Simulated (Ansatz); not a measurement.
**NdBe2V2, from a guessed structure to a relaxed one**

This structure for NdBe2V2 is made up. Its elements were placed in a known structure type with a cell scaled to their sizes. What cell does the guess relax to, and how far off was it?

Main program and level: Ansatz 0.2.0; DFT, PBEsol, plane-wave PAW, default files, scalar-relativistic, ferromagnetic start, cell and ions relaxed at zero pressure, in the first sound run; inputs show where later runs differ.

In doubt: a part-filled 4f shell, where there is one, can sit in one of many states, so energies may not be the lowest and differences between runs may mislead; derivatives with an open 4f shell can jump between states, which bears on forces and vibrations.

**1. Starting point**

Symmetry: Fmmm, No. 69, orthorhombic system. Conventional cell: a = 5.396 Å, b = 5.485 Å, c = 9.880 Å, α = 90.00°, β = 90.00°, γ = 90.00°. Nearest to Nd lie 8 Be at 2.92 to 2.96 Å and 8 V at 3.13 Å. V has 4 Be at 2.35 Å and 4 V at 2.70 to 2.74 Å and 4 Nd at 3.13 Å nearest. Nearest to Be lie 1 Be at 2.24 Å and 4 V at 2.35 Å and 4 Nd at 2.92 to 2.96 Å. Farther neighbours are not listed.

**2. Relaxation of the guess**

The guessed cell has no reason to be at equilibrium. It is relaxed with the atoms, within the space group of the guess.

File input.yaml:

```yaml
crystal:
  lattice:
    - [0.0, 2.7425, 4.94]
    - [2.698, 0.0, 4.94]
    - [2.698, 2.7425, 0.0]
  atoms:
    - { symbol: Nd, position: [0.0, 0.0, 0.0], spin: 3.0 }
    - { symbol: V, position: [0.25, 0.25, 0.25], spin: 2.0 }
    - { symbol: V, position: [0.75, 0.75, 0.75], spin: 2.0 }
    - { symbol: Be, position: [0.3865, 0.3865, 0.6135] }
    - { symbol: Be, position: [0.6135, 0.6135, 0.3865] }
magnetization:
  spin_polarized: true
kpoints:
  mp_grid: { grid: [8, 8, 8] }
scf:
  occupations: { method: fermi_dirac, width: 0.05 }
hamiltonian:
  xc: pbesol
  pseudopotentials: { kind: paw }
relax:
  f_tol: 0.015
  max_steps: 70
  cell: {}
output:
  forces: true
  stress: true
```

Command:

```console
$ ansatz run input.yaml --threads 4 --pin off --max-ram 10240MiB --backend cpu --events-out ev --progress --plain --runs-dir out
```

Numbers of over 12 decimals in the logs are rounded to 6 here.

The log of the run:

```text
Warning: where an SCF of this run starts from atoms to list the orders of its open shells, Nd (site 0, from 0) starts with 3.13 μB on its 4f shell, in the place of the 3.00 μB that the deck gives it: an open f shell starts with all that it can hold by Hund's first rule. To start from spheres of the given moment, type scf.initial_density.shell_occupations: []
Engine: ansatz 0.2.0, x86_64-unknown-linux-gnu
Pseudopotentials: kind: paw
Pseudopotential: Nd, paw, valence charge 14, recommended cutoff 420 eV (normal), Nd.paw.azcp
Pseudopotential: V, paw, valence charge 13, recommended cutoff 420 eV (normal), V.paw.azcp
Pseudopotential: Be, paw, valence charge 2, recommended cutoff 420 eV (normal), Be.paw.azcp
Functional definition: PBEsol
  exchange = pbesol_x
  correlation = pbesol_c
Crystal: 5 atoms, lattice volume = 73.105 Å³
Basis set: ecut = 420 eV, 1433 PW (Γ), exchange–correlation on 80×80×54 points (8 copies of the dense FFT grid, shifted against one another)
Bands: 31, of which v1, the nominal top of the filled ones, is band 22 counted from 1 (21 counted from 0)
Symmetry: 8 space group operations
Space group: Fmmm (ITA 69), of the structure as read, at distance tolerance 4.2e-5 Å
Magnetic group: BNS 69.521 (UNI 619), of the structure as read, at distance tolerance 4.2e-5 Å
k-points: 95 of 512
Non-local potential: Nd, projectors of the file, l = 0: 3, l = 1: 2, l = 2: 2, l = 3: 3
Non-local potential: V, projectors of the file, l = 0: 3, l = 1: 2, l = 2: 3, l = 3: 1
Non-local potential: Be, projectors of the file, l = 0: 2, l = 1: 2, l = 2: 1
PAW form: soft (Blöchl's): semilocal exchange-correlation on the pseudo side does not see the compensation charge
PAW frozen core: Nd, regenerated for the run's functional, and the local potential with it (the file was generated under x = pbe(κ = 0.804, μ = 0.219515), c = pbe(β = 0.066725))
PAW frozen core: V, regenerated for the run's functional, and the local potential with it (the file was generated under x = pbe(κ = 0.804, μ = 0.219515), c = pbe(β = 0.066725))
PAW frozen core: Be, regenerated for the run's functional, and the local potential with it (the file was generated under x = pbe(κ = 0.804, μ = 0.219515), c = pbe(β = 0.066725))
PAW one-centre angular grid: Nd, 590 points (default); XC on 64 Gauss nodes
PAW one-centre angular grid: V, 590 points (default); XC on 64 Gauss nodes
PAW one-centre angular grid: Be, 110 points (default); XC on 64 Gauss nodes
Initial density: superposition of atomic densities (chi_scale 0.1, normalization cell)
Starting moments: Σ|m| = 7 μB on 3 of 5 sites
Initial wavefunctions: pseudopotential atomic-orbital guess
Functional: x = pbesol(κ = 0.804, μ = 0.123457), c = pbesol(β = 0.046)
SCF iter   1: F=—  HF=-13185.413646 eV  |F-HF|=—  |Δ(HF+E_count)|=         —  Δρ=7.44e-2 (↑7.44e-2 ↓3.72e-2)  dr2=6.06e0  dr2_m=1.27e0  M=6.019 μB ∫|m|=6.025 μB  β_m=0.30  ethr=3.10e-3  ⟨swp⟩=6.1  Hψ=23298  notcnv=0
Mixer restart at iter 1: flushing history
preconditioner: auto → Kerker (q_TF=auto, 2.507 Å⁻¹)  [metal: Δε(μ)=0.000 eV  Ē_g=6.721 eV  σ=0.050 eV  W_gap=0.00  n_scr=14 (ndim 8)  ℏωp=22.1 eV  f_vac=0.000  D(μ)=16.65/eV (n_scr^D=318)]
spin=Collinear: Kerker preconditioning applied to the charge; magnetization (m = ρ↑ − ρ↓) channel mixes plain (no charge-response kernel on spin).
SCF iter   2: F=—  HF=-13184.308600 eV  |F-HF|=—  |Δ(HF+E_count)|=    1.11e0  Δρ=4.37e-2 (↑4.37e-2 ↓2.89e-2)  dr2=1.64e0  dr2_m=6.57e-1  M=5.880 μB ∫|m|=5.894 μB  β_m=0.48  ethr=3.10e-3  ⟨swp⟩=6.3  Hψ=39852  notcnv=0
automatic band count: the SCF goes on with 36 bands, as 31 were too few: the levels above may hold too much charge
SCF iter   3: F=—  HF=-13184.431656 eV  |F-HF|=—  |Δ(HF+E_count)|=   1.23e-1  Δρ=2.12e-2 (↑1.15e-2 ↓2.12e-2)  dr2=5.80e-1  dr2_m=1.33e-1  M=5.704 μB ∫|m|=5.719 μB  β_m=0.71  ethr=3.10e-3  ⟨swp⟩=2.3  Hψ=12039  notcnv=0  defer=533
SCF iter   4: F=—  HF=-13184.928421 eV  |F-HF|=—  |Δ(HF+E_count)|=   4.97e-1  Δρ=1.20e-2 (↑1.20e-2 ↓9.85e-3)  dr2=1.32e-1  dr2_m=6.79e-2  M=5.432 μB ∫|m|=5.444 μB  β_m=0.86  ethr=1.32e-3  ⟨swp⟩=2.6  Hψ=11160  notcnv=0  defer=533
SCF iter   5: F=—  HF=-13185.142764 eV  |F-HF|=—  |Δ(HF+E_count)|=         —  Δρ=2.15e-2 (↑2.15e-2 ↓2.04e-2)  dr2=9.60e-3  dr2_m=2.92e-1  M=4.336 μB ∫|m|=4.353 μB  β_m=0.86  ethr=3.01e-4  ⟨swp⟩=3.3  Hψ=13529  notcnv=0  defer=515
Mixer restart at iter 5: flushing history
SCF iter   6: F=—  HF=-13185.134463 eV  |F-HF|=—  |Δ(HF+E_count)|=   8.30e-3  Δρ=1.24e-2 (↑1.24e-2 ↓9.14e-3)  dr2=2.07e-2  dr2_m=7.58e-2  M=3.986 μB ∫|m|=4.001 μB  β_m=0.93  ethr=2.18e-5  ⟨swp⟩=2.1  Hψ=11205  notcnv=0  defer=478
SCF iter   7: F=—  HF=-13185.143559 eV  |F-HF|=—  |Δ(HF+E_count)|=   9.10e-3  Δρ=5.07e-3 (↑3.26e-3 ↓5.07e-3)  dr2=3.04e-2  dr2_m=4.20e-3  M=3.606 μB ∫|m|=3.619 μB  β_m=0.74  ethr=2.18e-5  ⟨swp⟩=3.0  Hψ=14905  notcnv=0  defer=446
SCF iter   8: F=—  HF=-13185.142165 eV  |F-HF|=—  |Δ(HF+E_count)|=   1.39e-3  Δρ=1.18e-3 (↑6.97e-4 ↓1.18e-3)  dr2=5.35e-4  dr2_m=4.89e-4  M=3.549 μB ∫|m|=3.562 μB  β_m=0.87  ethr=2.18e-5  ⟨swp⟩=2.2  Hψ=14046  notcnv=0  defer=491
SCF iter   9: F=—  HF=-13185.143293 eV  |F-HF|=—  |Δ(HF+E_count)|=   1.13e-3  Δρ=6.24e-4 (↑2.93e-4 ↓6.24e-4)  dr2=7.77e-4  dr2_m=5.37e-5  M=3.487 μB ∫|m|=3.499 μB  β_m=0.93  ethr=1.22e-6  ⟨swp⟩=2.0  Hψ=9945  notcnv=0  defer=491
SCF iter  10: F=—  HF=-13185.143365 eV  |F-HF|=—  |Δ(HF+E_count)|=   7.24e-5  Δρ=3.64e-4 (↑3.64e-4 ↓1.22e-4)  dr2=1.19e-4  dr2_m=1.94e-5  M=3.471 μB ∫|m|=3.483 μB  β_m=0.76  ethr=1.22e-6  ⟨swp⟩=2.4  Hψ=10633  notcnv=0  defer=490
SCF iter  11: F=—  HF=-13185.143373 eV  |F-HF|=—  |Δ(HF+E_count)|=   7.69e-6  Δρ=9.75e-5 (↑9.75e-5 ↓6.75e-5)  dr2=5.14e-6  dr2_m=3.43e-6  M=3.472 μB ∫|m|=3.484 μB  β_m=0.88  ethr=2.71e-7  ⟨swp⟩=2.0  Hψ=10471  notcnv=0  defer=490
SCF iter  12: F=—  HF=-13185.126516 eV  |F-HF|=—  |Δ(HF+E_count)|=   1.69e-2  Δρ=5.73e-5 (↑5.73e-5 ↓1.62e-5)  dr2=2.47e-6  dr2_m=4.99e-7  M=3.465 μB ∫|m|=3.478 μB  β_m=0.94  ethr=1.17e-8  ⟨swp⟩=2.0  Hψ=10559  notcnv=0  defer=490
SCF iter  13: F=—  HF=-13185.126518 eV  |F-HF|=—  |Δ(HF+E_count)|=   1.65e-6  Δρ=3.02e-5 (↑3.02e-5 ↓7.96e-6)  dr2=5.98e-7  dr2_m=1.91e-7  M=3.463 μB ∫|m|=3.475 μB  β_m=0.97  ethr=5.62e-9  ⟨swp⟩=2.0  Hψ=10022  notcnv=0  defer=490
SCF iter  14: F=—  HF=-13185.126518 eV  |F-HF|=—  |Δ(HF+E_count)|=   4.00e-7  Δρ=1.41e-5 (↑1.41e-5 ↓3.87e-6)  dr2=1.13e-7  dr2_m=2.94e-8  M=3.464 μB ∫|m|=3.476 μB  β_m=0.98  ethr=1.36e-9  ⟨swp⟩=2.0  Hψ=9560  notcnv=0  defer=490
[...]
relax step  12: F+E_penalty+E_count = -13185.39346418 eV  Δ(F+E_penalty+E_count) = -1.223e-4 eV  max|allowed force component| = 3.968e-4 eV/Å  Δτ_max = 0.0002 Å  P = -0.004 GPa  Ω = 73.696 Å³  energy of the carried Pulay correction = -1.668e-4 eV  (16 SCF iters, accepted)
relax step  13: F+E_penalty+E_count = -13185.41592934 eV  Δ(F+E_penalty+E_count) = -2.247e-2 eV  max|allowed force component| = 5.204e-4 eV/Å  Δτ_max = 0.0000 Å  P = +0.491 GPa  Ω = 73.696 Å³  stress off target by 1.35e0 GPa  SCF on the basis re-selected at this cell (its energy is not comparable with the rows above)  (16 SCF iters)
relax step  14: F+E_penalty+E_count = -13185.42006367 eV  Δ(F+E_penalty+E_count) = -4.134e-3 eV  max|allowed force component| = 3.441e-3 eV/Å  Δτ_max = 0.0043 Å  P = +0.133 GPa  Ω = 73.949 Å³  energy of the carried Pulay correction = -6.342e-5 eV  (10 SCF iters, dr2 threshold 5.00e-7 eV, accepted)
relax step  15: F+E_penalty+E_count = -13185.42038779 eV  Δ(F+E_penalty+E_count) = -3.241e-4 eV  max|allowed force component| = 3.321e-3 eV/Å  Δτ_max = 0.0009 Å  P = -0.004 GPa  Ω = 74.042 Å³  energy of the carried Pulay correction = -8.753e-5 eV  (11 SCF iters, dr2 threshold 3.70e-7 eV, accepted)
Basis set: ecut = 420 eV, 1455 PW (Γ), exchange–correlation on 90×90×48 points (8 copies of the dense FFT grid, shifted against one another)
iter 1 solved again at ethr=1.68e-7 eV; its pass at ethr=3.10e-3 eV (dr2=7.38e-5 eV) is discarded
SCF iter   1: F=—  HF=-13185.420498 eV  |F-HF|=—  |Δ(HF+E_count)|=         —  Δρ=2.77e-5 (↑2.53e-5 ↓2.77e-5)  dr2=7.48e-8  dr2_m=1.59e-8  M=3.213 μB ∫|m|=3.469 μB  β_m=0.65  ethr=1.68e-7  ⟨swp⟩=3.2  Hψ=46070  notcnv=0
preconditioner: auto → Kerker (q_TF=auto, 2.502 Å⁻¹)  [metal: Δε(μ)=0.003 eV  Ē_g=7.111 eV  σ=0.050 eV  W_gap=0.01  n_scr=22 (ndim 8)  ℏωp=22.0 eV  f_vac=0.000  D(μ)=8.46/eV (n_scr^D=120)]
spin=Collinear: Kerker preconditioning applied to the charge; magnetization (m = ρ↑ − ρ↓) channel mixes plain (no charge-response kernel on spin).
SCF iter   2: F=—  HF=-13185.420500 eV  |F-HF|=—  |Δ(HF+E_count)|=   2.18e-6  Δρ=1.02e-5 (↑9.16e-6 ↓1.02e-5)  dr2=1.22e-8  dr2_m=3.34e-9  M=3.213 μB ∫|m|=3.469 μB  β_m=0.65  ethr=1.70e-10  ⟨swp⟩=2.5  Hψ=11042  notcnv=0
SCF iter   3: F=—  HF=-13185.420500 eV  |F-HF|=—  |Δ(HF+E_count)|=   3.10e-8  Δρ=7.19e-7 (↑7.19e-7 ↓6.34e-7)  dr2=3.42e-10  dr2_m=1.53e-10  M=3.213 μB ∫|m|=3.469 μB  β_m=0.82  ethr=2.78e-11  ⟨swp⟩=2.1  Hψ=8051  notcnv=0
SCF iter   4: F=—  HF=-13185.420500 eV  |F-HF|=—  |Δ(HF+E_count)|=   1.49e-8  Δρ=4.70e-7 (↑4.70e-7 ↓3.38e-7)  dr2=1.29e-9  dr2_m=2.64e-11  M=3.213 μB ∫|m|=3.469 μB  β_m=0.82  ethr=1.00e-12  ⟨swp⟩=2.2  Hψ=10007  notcnv=0
SCF iter   5: F=—  HF=-13185.420500 eV  |F-HF|=—  |Δ(HF+E_count)|=  9.20e-10  Δρ=3.10e-7 (↑3.10e-7 ↓2.47e-7)  dr2=9.38e-10  dr2_m=1.05e-11  M=3.213 μB ∫|m|=3.469 μB  β_m=0.91  ethr=1.00e-12  ⟨swp⟩=2.0  Hψ=10442  notcnv=0
SCF iter   6: F=—  HF=-13185.420500 eV  |F-HF|=—  |Δ(HF+E_count)|=  3.64e-11  Δρ=1.45e-7 (↑1.45e-7 ↓7.43e-8)  dr2=2.83e-11  dr2_m=4.23e-12  M=3.213 μB ∫|m|=3.469 μB  β_m=0.93  ethr=1.00e-12  ⟨swp⟩=2.0  Hψ=9310  notcnv=0
SCF iter   7: F=—  HF=-13185.420500 eV  |F-HF|=—  |Δ(HF+E_count)|=  3.64e-12  Δρ=7.29e-8 (↑7.29e-8 ↓2.64e-8)  dr2=3.89e-12  dr2_m=1.06e-12  M=3.213 μB ∫|m|=3.469 μB  β_m=0.94  ethr=1.00e-12  ⟨swp⟩=1.5  Hψ=7152  notcnv=0
SCF iter   8: F=—  HF=-13185.420500 eV  |F-HF|=—  |Δ(HF+E_count)|=  1.09e-11  Δρ=7.94e-8 (↑7.94e-8 ↓3.86e-8)  dr2=1.89e-11  dr2_m=4.47e-13  M=3.213 μB ∫|m|=3.469 μB  β_m=0.97  ethr=1.00e-12  ⟨swp⟩=1.0  Hψ=6840  notcnv=0
SCF iter   9: F=—  HF=-13185.420500 eV  |F-HF|=—  |Δ(HF+E_count)|=  7.28e-12  Δρ=2.59e-8 (↑2.59e-8 ↓8.17e-9)  dr2=4.50e-13  dr2_m=8.98e-14  M=3.213 μB ∫|m|=3.469 μB  β_m=0.98  ethr=1.00e-12  ⟨swp⟩=1.0  Hψ=6840  notcnv=0
SCF iter  10: F=—  HF=-13185.420500 eV  |F-HF|=—  |Δ(HF+E_count)|=  1.82e-12  Δρ=2.13e-8 (↑2.13e-8 ↓7.07e-9)  dr2=5.50e-13  dr2_m=5.76e-14  M=3.213 μB ∫|m|=3.469 μB  β_m=0.99  ethr=1.00e-12  ⟨swp⟩=1.0  Hψ=6840  notcnv=0
SCF iter  11: F=-13185.420500 eV  HF=-13185.420500 eV  |F-HF|=3.27e-11  |Δ(HF+E_count)|=  1.82e-12  Δρ=1.41e-7 (↑1.41e-7 ↓2.86e-8)  dr2=2.77e-11  dr2_m=3.14e-12  M=3.213 μB ∫|m|=3.469 μB  ethr=1.00e-12  ⟨swp⟩=1.7  Hψ=15265  notcnv=0
SCF 16 converged in 11 iterations: F = -13185.420500 eV  dr2 = 2.77e-11
relax step  16: F+E_penalty+E_count = -13185.42050007 eV  Δ(F+E_penalty+E_count) = -1.123e-4 eV  max|allowed force component| = 3.341e-3 eV/Å  Δτ_max = 0.0000 Å  P = -0.005 GPa  Ω = 74.042 Å³  stress off target by 1.08e-2 GPa  SCF on the basis re-selected at this cell (its energy is not comparable with the rows above)  (11 SCF iters)
basis re-selected at this cell: Δ(F+E_penalty+E_count) = -1.123e-4 eV, ΔP = -0.001 GPa vs the last step (what re-selecting the basis moved, of the pressure what is left beyond the Pulay correction that the steps carried, after the strain that the cell walked since its last selection, with what the two solves' SCF thresholds leave and, on support functions, any second-order correction that the steps lacked; it is no measure of the basis error at this ecutwfc). The dense FFT grid was sized anew with the basis: this SCF ran on 45×45×24 points, the steps before it on 45×45×25, so part of this shift can come from that change (see relax.cell in the input reference). [rest of the remark cut]
SCF converged after 11 iterations
Magnetization: 3.2129 μB (23.6064 up, 20.3936 down)
Absolute magnetization: 3.4692 μB (∫|ρ↑−ρ↓|, with the PAW one-centre terms)
Spin contamination: 0.2167 ħ² per cell (⟨S²⟩ above its minimum at these occupations)
Per-site moments (μB) at R_I (Å): [(2.993810, 1.120344), (-0.053688, 0.995153), (-0.053688, 0.995153), (0.022648, 1.006302), (0.022648, 1.006302)]
Free energy (F): -13185.420500 eV
Harris-Foulkes:  -13185.420500 eV  (|F-HF|=3.27e-11)
Internal energy: -13185.349028 eV  (E = F + TS)
E sigma→0 (E₀):  -13185.384764 eV
Entropy (-TS):   -0.071472 eV (-14.294 meV/atom)
Fermi energy:    12.630180 eV
--- Per-component energies (eV) ---
  E_band       = -351.831856
  E_kinetic    = 1078.499286
  E_local      = -3357.430754  (includes V_loc(G=0)·N_el)
  E_nonlocal   = -33.523180
  E_hartree    = 1499.182525
  E_xc         = -522.747268
  E_vxc        = -615.240944  (∫ρ·V_xc dr)
  E_paw        = -7993.630222  (= ΣΔE_a)
  E_vpaw       = -422.501756  (= ΣTr[D̂ρ^β])
  E_aug_tail   = 0.000507  (compensation charges beyond the density's cutoff)
  E_ewald      = -3856.386525
  E_core_change = 0.686603  (= ΣΔE_core)
  E_smearing   = -0.071472  (= −TS)
  E_closure    = 0.000000  (closes the sum)
  Σ components = -13185.420500   (vs F -13185.420500, Δ=0.00e0)
--- Forces (eV/Å), atoms counted from 1 ---
  atom   1  Nd     0.00000000     0.00000000     0.00000000
  atom   2  V      0.00000000     0.00000000     0.00000000
  atom   3  V      0.00000000     0.00000000     0.00000000
  atom   4  Be     0.00000000     0.00000000    -0.00334116
  atom   5  Be     0.00000000     0.00000000     0.00334116
  max |Σ_I F_I| component: 8.67e-19 eV/Å
--- Stress (GPa, compression-positive) ---
       -0.006875       0.000000       0.000000
        0.000000      -0.010835       0.000000
        0.000000       0.000000       0.001841
  P = ⅓ Tr σ = -0.0053 GPa (-0.053 kbar)
--- Relaxed structure (14 steps of the walk, 13 accepted, 2 SCFs on fresh bases) ---
  F+E_penalty+E_count = -13185.42050007 eV   max|allowed force component| = 3.341e-3 eV/Å   (the final SCF, on the basis selected at the relaxed cell)
  cell:  # Å, volume = 74.0423 Å³
    - [0.0, 2.412492, 5.814863]
    - [2.639031, 0.0, 5.814863]
    - [2.639031, 2.412492, 0.0]
  atoms:
    - { symbol: Nd, position: [1.931372291067296e-19, 1.931372291067296e-19, -1.9313722910672962e-19] }
    - { symbol: V, position: [0.25, 0.25, 0.25] }
    - { symbol: V, position: [0.750000, 0.750000, 0.75] }
    - { symbol: Be, position: [0.392725, 0.392725, 0.607275] }
    - { symbol: Be, position: [0.607275, 0.607275, 0.392725] }
```

Elapsed: 3.4 min, on 4 threads of AMD EPYC 7R43, shared host; peak memory 0.8 GiB; 12 min of CPU time.

Relaxation path:

| step | energy less that of the first step (eV) | largest force component (eV/Å) | pressure (GPa) | volume (Å³) |
| --- | --- | --- | --- | --- |
| 1 | 0.0000 | 0.4749 | 1.99 | 73.10 |
| 2 | -0.0687 | 0.1415 | 0.35 | 74.15 |
| 3 | -0.1368 | 0.2727 | 0.27 | 73.86 |
| 4 | -0.1479 | 0.2864 | -0.02 | 73.99 |
| 5 | -0.1589 | 0.1269 | -0.31 | 74.35 |
| 6 | -0.2280 | 0.0518 | -0.11 | 74.20 |
| 7 | -0.2503 | 0.0817 | -0.04 | 73.60 |
| 8 | -0.2590 | 0.0081 | 0.20 | 73.59 |
| 9 | -0.2642 | 0.0059 | -0.05 | 73.83 |
| 10 | -0.2668 | 0.0078 | -0.12 | 73.77 |
| 11 | -0.2668 | 0.0184 | 0.29 | 73.51 |
| 12 | -0.2669 | 0.0004 | 0.00 | 73.70 |
| 13* | -0.2894 | 0.0005 | 0.49 | 73.70 |
| 14 | -0.2935 | 0.0034 | 0.13 | 73.95 |
| 15 | -0.2939 | 0.0033 | 0.00 | 74.04 |
| 16* | -0.2940 | 0.0033 | -0.01 | 74.04 |

Relaxation steps marked * repeat the geometry before them on a plane-wave basis chosen anew for their cell, so energy and pressure can jump there. Relaxation step 11 was tried and not accepted.

The run keeps the 8 symmetry operations that it works with, so distortions that break them were not tested.

| cell as run | before | after | change |
| --- | --- | --- | --- |
| a (Å) | 5.650 | 6.295 | +11.4 % |
| b (Å) | 5.629 | 6.386 | +13.4 % |
| c (Å) | 3.847 | 3.576 | -7.1 % |
| α (°) | 70.36 | 72.24 | +2.7 % |
| β (°) | 69.76 | 75.02 | +7.5 % |
| γ (°) | 39.89 | 32.74 | -17.9 % |
| volume (Å³/atom) | 14.62 | 14.81 | +1.3 % |

The atoms that moved most (Å, as changes of fractional coordinates times the final cell):

| atom | dx | dy | dz | length |
| --- | --- | --- | --- | --- |
| Be5 | 0.000 | 0.000 | -0.072 | 0.072 |
| Be4 | 0.000 | 0.000 | 0.072 | 0.072 |

The relaxed structure:

```xyz
5
Lattice="0.0000 2.4125 5.8149 2.6390 0.0000 5.8149 2.6390 2.4125 0.0000" Properties=species:S:1:pos:R:3 pbc="T T T"
Nd    0.0000    0.0000    0.0000
V     1.3195    1.2062    2.9074
V     3.9585    3.6187    8.7223
Be    2.6390    2.4125    4.5673
Be    2.6390    2.4125    7.0624
```

This step gave:

- free energy: -13185.4205 eV
- energy at zero smearing: -13185.3848 eV
- smearing term TS: 0.07147 eV
- Fermi energy: 12.63 eV
- magnetization: 3.213 μB
- absolute magnetization: 3.469 μB
- site moments: 2.994, -0.05369, -0.05369, 0.02265, 0.02265 μB
- electrons: 44
- symmetry operations: 8
- pressure: -0.005290 GPa

Site moment by atom:

| atom | site moment (μB) |
| --- | --- |
| Nd1 | 2.99 |
| V2 | -0.05 |
| V3 | -0.05 |
| Be4 | 0.02 |
| Be5 | 0.02 |

Shortest distances by pair of elements, guess and relaxed (not always the same contact):

| pair | guess (Å) | relaxed (Å) |
| --- | --- | --- |
| V–V | 2.698 | 2.412 |
| Be–V | 2.349 | 2.440 |
| Be–Be | 2.243 | 2.495 |
| Be–Nd | 2.922 | 2.716 |
| Nd–V | 3.131 | 3.413 |

The relaxation ends with a largest force component of 0.0033 eV/Å and a pressure of -0.01 GPa.

[end of part 1 of 2]

[Logs are printed without paths, hosts, clocks, repeated set-up lines and the standing remarks that a program may print on its own settings, such as how far it seeks lower states.]

[Hosts, paths, dates, database ids (printed as entryN), source tags and the programs' standing remarks are cut or masked in the printed files.]
